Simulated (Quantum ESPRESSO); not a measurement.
# Cl on fcc sites of Rh(111), stepped through the coverage, part 7 of 10

Aim: how the results for Cl on fcc sites of Rh(111) change with the coverage.

Quantum ESPRESSO 7.5; plane-wave DFT, PBE, GBRV ultrasoft pseudopotentials.

So far. Step 7 (Relaxation with pw.x, 0.1111 ML): The relaxation lowers the energy by 7 meV an atom. On the free atoms the largest force ends at 0.044 eV/Å. Step 8 (Ground state, 0.1111 ML): Inside the slab this potential holds the local part of the pseudopotentials, which can be repulsive at the nuclei; only its value in the vacuum has a meaning of its own.

**9. Relaxing the ions, 0.75 ML**

System of this step: Rh(111), 3 layers, 4 sites a cell, 3 Cl on fcc sites. The cell holds 15 atoms: 12 Rh and 3 Cl. Its edges and angles: a = 5.419 Å, b = 5.419 Å, c = 20.442 Å, α = 90.0°, β = 90.0°, γ = 60.0°. It derives from Rh. Vacuum lies along c.

m7.relax.in

```
&control
  prefix = 'm7.relax'
  outdir = './out'
  pseudo_dir = './pseudo'
  nstep = 70
  forc_conv_thr = 0.0015
  calculation = 'relax'
/
&system
  ibrav = 0
  nat = 15
  ntyp = 2
  ecutwfc = 40
  ecutrho = 200
  occupations = 'smearing'
  smearing = 'mv'
  degauss = 0.02
/
&electrons
  conv_thr = 1e-07
  mixing_beta = 0.3
  electron_maxstep = 120
  mixing_mode = 'local-TF'
/
&ions
/
ATOMIC_SPECIES
  Rh  102.9055  rh_pbe_v1.4.uspp.F.UPF
  Cl  35.4500  cl_pbe_v1.4.uspp.F.UPF
CELL_PARAMETERS angstrom
  5.41933042357437 0.00000000000000 0.00000000000000
  2.70966521178718 4.69327781831728 0.00000000000000
  0.00000000000000 0.00000000000000 20.44213881894749
ATOMIC_POSITIONS crystal
  Rh  0.000000000000 0.500000000000 0.345317623737 0 0 0
  Rh  0.500000000000 0.000000000000 0.345317623737 0 0 0
  Rh  0.500000000000 0.500000000000 0.345317623737 0 0 0
  Rh  0.000000000000 0.000000000000 0.345317623737 0 0 0
  Rh  0.166666666700 0.666666666700 0.453546630519 0 0 0
  Rh  0.666666666700 0.166666666700 0.453546630519 0 0 0
  Rh  0.666666666700 0.666666666700 0.453546630519 0 0 0
  Rh  0.166666666700 0.166666666700 0.453546630519 0 0 0
  Rh  0.833333333300 0.333333333300 0.561775637301
  Rh  0.333333333300 0.833333333300 0.561775637301
  Rh  0.333333333300 0.333333333300 0.561775637301
  Rh  0.833333333300 0.833333333300 0.561775637301
  Cl  0.000000000000 0.500000000000 0.654682376263
  Cl  0.500000000000 0.000000000000 0.654682376263
  Cl  0.500000000000 0.500000000000 0.654682376263
K_POINTS automatic
  5 5 1 0 0 0
```

Started as:

```console
$ OMP_NUM_THREADS=1 mpirun -n 16 pw.x -nk 2 -in m7.relax.in > m7.relax.out
```

Log:

```text
[banner, memory and clock lines left out]
Program PWSCF v.7.5 starts
[...]
Message from routine setup:
[...]
number of electrons       =       201.00
     number of Kohn-Sham states=          121
     kinetic-energy cutoff     =      40.0000  Ry
     charge density cutoff     =     200.0000  Ry
[...]
number of k points=     5  Marzari-Vanderbilt smearing, width (Ry)=  0.0200
[...]
Dense  grid:   167261 G-vectors     FFT dimensions: (  48,  48, 180)
[...]
negative rho (up, down):  7.532E-01 0.000E+00
     Starting wfcs are  156 randomized atomic wfcs
[...]
negative rho (up, down):  7.715E-01 0.000E+00
[...]
estimated scf accuracy    <     232.97021377 Ry
[...]
negative rho (up, down):  8.201E-01 0.000E+00
[...]
estimated scf accuracy    <      79.73224129 Ry
[...]
negative rho (up, down):  8.240E-01 0.000E+00
[...]
estimated scf accuracy    <      15.50546586 Ry
[...]
negative rho (up, down):  8.588E-01 0.000E+00
[...]
estimated scf accuracy    <      15.66854270 Ry
[...]
negative rho (up, down):  8.632E-01 0.000E+00
[...]
estimated scf accuracy    <       0.33855680 Ry
[...]
negative rho (up, down):  8.592E-01 0.000E+00
[...]
estimated scf accuracy    <       0.53155101 Ry
[...]
negative rho (up, down):  8.368E-01 0.000E+00
[...]
estimated scf accuracy    <       0.56447577 Ry
[...]
negative rho (up, down):  8.203E-01 0.000E+00
[...]
estimated scf accuracy    <       1.97502863 Ry
[...]
negative rho (up, down):  8.003E-01 0.000E+00
[...]
estimated scf accuracy    <       0.03454335 Ry
[...]
negative rho (up, down):  7.767E-01 0.000E+00
[...]
estimated scf accuracy    <       0.05858381 Ry
[...]
negative rho (up, down):  7.623E-01 0.000E+00
[...]
estimated scf accuracy    <       0.05675134 Ry
[...]
negative rho (up, down):  7.641E-01 0.000E+00
[...]
estimated scf accuracy    <       0.03223025 Ry
[...]
negative rho (up, down):  7.667E-01 0.000E+00
[...]
estimated scf accuracy    <       0.00294934 Ry
[...]
negative rho (up, down):  7.786E-01 0.000E+00
[...]
estimated scf accuracy    <       0.00205939 Ry
[...]
negative rho (up, down):  7.774E-01 0.000E+00
[...]
estimated scf accuracy    <       0.00142083 Ry
[...]
negative rho (up, down):  7.744E-01 0.000E+00
[...]
estimated scf accuracy    <       0.00062750 Ry
[...]
negative rho (up, down):  7.746E-01 0.000E+00
[...]
estimated scf accuracy    <       0.00018481 Ry
[...]
negative rho (up, down):  7.712E-01 0.000E+00
[...]
estimated scf accuracy    <       0.00011061 Ry
[...]
negative rho (up, down):  7.702E-01 0.000E+00
[...]
estimated scf accuracy    <       0.00003151 Ry
[...]
negative rho (up, down):  7.692E-01 0.000E+00
[...]
estimated scf accuracy    <       0.00001409 Ry
[...]
negative rho (up, down):  7.689E-01 0.000E+00
[...]
estimated scf accuracy    <       0.00000509 Ry
[...]
negative rho (up, down):  7.680E-01 0.000E+00
[...]
estimated scf accuracy    <       0.00000215 Ry
[...]
negative rho (up, down):  7.680E-01 0.000E+00
[...]
estimated scf accuracy    <       0.00000023 Ry
[...]
negative rho (up, down):  7.679E-01 0.000E+00
[...]
the Fermi energy is     4.6627 ev
!    total energy              =   -2153.87845615 Ry
     estimated scf accuracy    <       0.00000009 Ry
     smearing contrib. (-TS)   =      -0.00885993 Ry
     internal energy E=F+TS    =   -2153.86959621 Ry
[...]
one-electron contribution =  -14855.58882716 Ry
     hartree contribution      =    7491.25972514 Ry
     xc contribution           =    -387.48618771 Ry
     ewald contribution        =    5597.94569351 Ry
     convergence has been achieved in  24 iterations
     negative rho (up, down):  7.679E-01 0.000E+00
[...]
Total force =     0.089950     Total SCF correction =     0.001734
[...]
negative rho (up, down):  7.681E-01 0.000E+00
[...]
negative rho (up, down):  7.679E-01 0.000E+00
[...]
estimated scf accuracy    <       0.09247452 Ry
[...]
negative rho (up, down):  7.680E-01 0.000E+00
[...]
estimated scf accuracy    <       0.01609466 Ry
[...]
negative rho (up, down):  7.680E-01 0.000E+00
[...]
estimated scf accuracy    <       0.00356222 Ry
[...]
negative rho (up, down):  7.681E-01 0.000E+00
[...]
estimated scf accuracy    <       0.00106519 Ry
[...]
negative rho (up, down):  7.682E-01 0.000E+00
[...]
estimated scf accuracy    <       0.00004766 Ry
[...]
negative rho (up, down):  7.682E-01 0.000E+00
[...]
estimated scf accuracy    <       0.00000752 Ry
[...]
negative rho (up, down):  7.681E-01 0.000E+00
[...]
estimated scf accuracy    <       0.00000552 Ry
[...]
negative rho (up, down):  7.681E-01 0.000E+00
[...]
estimated scf accuracy    <       0.00000135 Ry
[...]
negative rho (up, down):  7.682E-01 0.000E+00
[...]
estimated scf accuracy    <       0.00000056 Ry
[...]
negative rho (up, down):  7.682E-01 0.000E+00
[...]
estimated scf accuracy    <       0.00000024 Ry
[...]
negative rho (up, down):  7.682E-01 0.000E+00
[...]
estimated scf accuracy    <       0.00000014 Ry
[...]
negative rho (up, down):  7.683E-01 0.000E+00
[...]
the Fermi energy is     4.6333 ev
!    total energy              =   -2153.88495816 Ry
     estimated scf accuracy    <       0.00000006 Ry
     smearing contrib. (-TS)   =      -0.00807705 Ry
     internal energy E=F+TS    =   -2153.87688111 Ry
[...]
one-electron contribution =  -14874.29710871 Ry
     hartree contribution      =    7500.49585037 Ry
     xc contribution           =    -387.46193211 Ry
     ewald contribution        =    5607.38630933 Ry
     convergence has been achieved in  12 iterations
     negative rho (up, down):  7.683E-01 0.000E+00
[...]
Total force =     0.055514     Total SCF correction =     0.000792
[...]
negative rho (up, down):  7.663E-01 0.000E+00
[...]
negative rho (up, down):  7.662E-01 0.000E+00
[...]
estimated scf accuracy    <       0.12425313 Ry
[...]
negative rho (up, down):  7.663E-01 0.000E+00
[...]
estimated scf accuracy    <       0.01629806 Ry
[...]
negative rho (up, down):  7.664E-01 0.000E+00
[...]
estimated scf accuracy    <       0.00481027 Ry
[...]
negative rho (up, down):  7.666E-01 0.000E+00
[...]
estimated scf accuracy    <       0.00131004 Ry
[...]
negative rho (up, down):  7.667E-01 0.000E+00
[...]
estimated scf accuracy    <       0.00000783 Ry
[...]
negative rho (up, down):  7.655E-01 0.000E+00
[...]
estimated scf accuracy    <       0.00000245 Ry
[...]
negative rho (up, down):  7.655E-01 0.000E+00
[...]
estimated scf accuracy    <       0.00000091 Ry
[...]
negative rho (up, down):  7.655E-01 0.000E+00
[...]
estimated scf accuracy    <       0.00000035 Ry
[...]
negative rho (up, down):  7.656E-01 0.000E+00
[...]
estimated scf accuracy    <       0.00000020 Ry
[...]
negative rho (up, down):  7.656E-01 0.000E+00
[...]
estimated scf accuracy    <       0.00000008 Ry
[...]
negative rho (up, down):  7.656E-01 0.000E+00
[...]
estimated scf accuracy    <       0.00000002 Ry
[...]
negative rho (up, down):  7.657E-01 0.000E+00
[...]
estimated scf accuracy    <       0.00000002 Ry
[...]
negative rho (up, down):  7.657E-01 0.000E+00
[...]
the Fermi energy is     4.5830 ev
!    total energy              =   -2153.88963520 Ry
     estimated scf accuracy    <          3.9E-09 Ry
     smearing contrib. (-TS)   =      -0.00654134 Ry
     internal energy E=F+TS    =   -2153.88309386 Ry
[...]
one-electron contribution =  -14921.32452006 Ry
     hartree contribution      =    7523.76230431 Ry
     xc contribution           =    -387.43697515 Ry
     ewald contribution        =    5631.11609704 Ry
     convergence has been achieved in  15 iterations
     negative rho (up, down):  7.657E-01 0.000E+00
[...]
Total force =     0.010506     Total SCF correction =     0.000231
[...]
negative rho (up, down):  7.658E-01 0.000E+00
[...]
negative rho (up, down):  7.657E-01 0.000E+00
[...]
estimated scf accuracy    <       0.00714153 Ry
[...]
negative rho (up, down):  7.657E-01 0.000E+00
[...]
estimated scf accuracy    <       0.00085445 Ry
[...]
negative rho (up, down):  7.657E-01 0.000E+00
[...]
estimated scf accuracy    <       0.00032834 Ry
[...]
negative rho (up, down):  7.658E-01 0.000E+00
[...]
estimated scf accuracy    <       0.00008268 Ry
[...]
negative rho (up, down):  7.658E-01 0.000E+00
[...]
estimated scf accuracy    <       0.00000656 Ry
[...]
negative rho (up, down):  7.658E-01 0.000E+00
[...]
estimated scf accuracy    <       0.00000073 Ry
[...]
negative rho (up, down):  7.658E-01 0.000E+00
[...]
estimated scf accuracy    <       0.00000044 Ry
[...]
negative rho (up, down):  7.658E-01 0.000E+00
[...]
estimated scf accuracy    <       0.00000018 Ry
[...]
negative rho (up, down):  7.658E-01 0.000E+00
[...]
estimated scf accuracy    <       0.00000006 Ry
[...]
negative rho (up, down):  7.658E-01 0.000E+00
[...]
estimated scf accuracy    <       0.00000002 Ry
[...]
negative rho (up, down):  7.658E-01 0.000E+00
[...]
estimated scf accuracy    <       0.00000001 Ry
[...]
negative rho (up, down):  7.658E-01 0.000E+00
[...]
estimated scf accuracy    <          6.8E-09 Ry
[...]
negative rho (up, down):  7.658E-01 0.000E+00
[...]
the Fermi energy is     4.5796 ev
!    total energy              =   -2153.88974271 Ry
     estimated scf accuracy    <          1.7E-09 Ry
     smearing contrib. (-TS)   =      -0.00649644 Ry
     internal energy E=F+TS    =   -2153.88324627 Ry
[...]
one-electron contribution =  -14927.92296710 Ry
     hartree contribution      =    7527.04199905 Ry
     xc contribution           =    -387.43751576 Ry
     ewald contribution        =    5634.43523754 Ry
     convergence has been achieved in  13 iterations
     negative rho (up, down):  7.658E-01 0.000E+00
[...]
Total force =     0.007476     Total SCF correction =     0.000235
[...]
negative rho (up, down):  7.662E-01 0.000E+00
[...]
negative rho (up, down):  7.662E-01 0.000E+00
[...]
estimated scf accuracy    <       0.00939842 Ry
[...]
negative rho (up, down):  7.662E-01 0.000E+00
[...]
estimated scf accuracy    <       0.00112374 Ry
[...]
negative rho (up, down):  7.663E-01 0.000E+00
[...]
estimated scf accuracy    <       0.00042601 Ry
[...]
negative rho (up, down):  7.663E-01 0.000E+00
[...]
estimated scf accuracy    <       0.00011536 Ry
[...]
negative rho (up, down):  7.664E-01 0.000E+00
[...]
estimated scf accuracy    <       0.00000993 Ry
[...]
negative rho (up, down):  7.664E-01 0.000E+00
[...]
estimated scf accuracy    <       0.00000124 Ry
[...]
negative rho (up, down):  7.663E-01 0.000E+00
[...]
estimated scf accuracy    <       0.00000083 Ry
[...]
negative rho (up, down):  7.663E-01 0.000E+00
[...]
estimated scf accuracy    <       0.00000030 Ry
[...]
negative rho (up, down):  7.663E-01 0.000E+00
[...]
estimated scf accuracy    <       0.00000009 Ry
[...]
negative rho (up, down):  7.664E-01 0.000E+00
[...]
estimated scf accuracy    <       0.00000004 Ry
[...]
negative rho (up, down):  7.664E-01 0.000E+00
[...]
estimated scf accuracy    <       0.00000002 Ry
[...]
negative rho (up, down):  7.664E-01 0.000E+00
[...]
estimated scf accuracy    <          9.3E-09 Ry
[...]
negative rho (up, down):  7.664E-01 0.000E+00
[...]
estimated scf accuracy    <          2.4E-09 Ry
[...]
negative rho (up, down):  7.664E-01 0.000E+00
[...]
estimated scf accuracy    <          1.3E-09 Ry
[...]
negative rho (up, down):  7.664E-01 0.000E+00
[...]
the Fermi energy is     4.5777 ev
!    total energy              =   -2153.88982654 Ry
     estimated scf accuracy    <          2.4E-10 Ry
     smearing contrib. (-TS)   =      -0.00653809 Ry
     internal energy E=F+TS    =   -2153.88328845 Ry
[...]
one-electron contribution =  -14937.07917857 Ry
     hartree contribution      =    7531.60245019 Ry
     xc contribution           =    -387.44085185 Ry
     ewald contribution        =    5639.03429178 Ry
     convergence has been achieved in  15 iterations
     negative rho (up, down):  7.664E-01 0.000E+00
[...]
Total force =     0.003098     Total SCF correction =     0.000055
[...]
negative rho (up, down):  7.670E-01 0.000E+00
[...]
negative rho (up, down):  7.670E-01 0.000E+00
[...]
estimated scf accuracy    <       0.00019821 Ry
[...]
negative rho (up, down):  7.670E-01 0.000E+00
[...]
estimated scf accuracy    <       0.00002189 Ry
[...]
negative rho (up, down):  7.670E-01 0.000E+00
[...]
estimated scf accuracy    <       0.00001202 Ry
[...]
negative rho (up, down):  7.670E-01 0.000E+00
[...]
estimated scf accuracy    <       0.00000255 Ry
[...]
negative rho (up, down):  7.670E-01 0.000E+00
[...]
estimated scf accuracy    <       0.00000029 Ry
[...]
negative rho (up, down):  7.670E-01 0.000E+00
[...]
estimated scf accuracy    <       0.00000006 Ry
[...]
negative rho (up, down):  7.670E-01 0.000E+00
[...]
estimated scf accuracy    <       0.00000004 Ry
[...]
negative rho (up, down):  7.670E-01 0.000E+00
[...]
estimated scf accuracy    <          8.5E-09 Ry
[...]
negative rho (up, down):  7.670E-01 0.000E+00
[...]
estimated scf accuracy    <          3.0E-09 Ry
[...]
negative rho (up, down):  7.670E-01 0.000E+00
[...]
estimated scf accuracy    <          1.6E-09 Ry
[...]
negative rho (up, down):  7.670E-01 0.000E+00
[...]
the Fermi energy is     4.5784 ev
!    total energy              =   -2153.88983834 Ry
     estimated scf accuracy    <          6.9E-10 Ry
     smearing contrib. (-TS)   =      -0.00657970 Ry
     internal energy E=F+TS    =   -2153.88325863 Ry
[...]
one-electron contribution =  -14939.33321102 Ry
     hartree contribution      =    7532.73147169 Ry
     xc contribution           =    -387.44303832 Ry
     ewald contribution        =    5640.16151901 Ry
     convergence has been achieved in  11 iterations
     negative rho (up, down):  7.670E-01 0.000E+00
[...]
Total force =     0.002621     Total SCF correction =     0.000063
[...]
```

Wall time 4.2 min (16 MPI ranks of Arm Neoverse V2, shared host); peak memory 2.5 GiB; 67 min of CPU time.

The steps of the relaxation:

| step | energy less that of the first step (eV) | largest force (eV/Å) |
| --- | --- | --- |
| 1 | 0.0000 | 1.1290 |
| 2 | -0.0885 | 0.7985 |
| 3 | -0.1362 | 0.4545 |
| 4 | -0.1521 | 0.1416 |
| 5 | -0.1536 | 0.1037 |
| 6 | -0.1547 | 0.0397 |
| 7 | -0.1549 | 0.0336 |

The atoms that moved most (Å):

| atom | dx | dy | dz | length |
| --- | --- | --- | --- | --- |
| Rh11 | 0.000 | 0.000 | -0.086 | 0.086 |
| Rh9 | 0.000 | -0.027 | -0.052 | 0.058 |
| Rh10 | -0.023 | 0.013 | -0.052 | 0.058 |
| Rh12 | 0.023 | 0.013 | -0.052 | 0.058 |
| Cl13 | 0.005 | -0.003 | 0.031 | 0.032 |
| Cl14 | 0.000 | 0.006 | 0.031 | 0.032 |
| Cl15 | -0.005 | -0.003 | 0.031 | 0.032 |

The relaxation lowers the energy by 10 meV an atom. On the free atoms the largest force ends at 0.034 eV/Å.

Numbers from this step:

* free energy: -29305.1642 eV
* Fermi energy: 4.578 eV

[end of part 7 of 10]

[Logs are printed without paths, hosts, clocks, repeated set-up lines and the standing remarks that a program may print on its own settings, such as how far it seeks lower states.]

[Hosts, paths, dates, database ids (printed as entryN), source tags and the programs' standing remarks are cut or masked in the printed files.]

[Maps of the electrostatic potential energy from Ansatz leave out the sawtooth potential of an applied field or a dipole correction, so their vacuum need not be flat; planar profiles and work functions include it.]
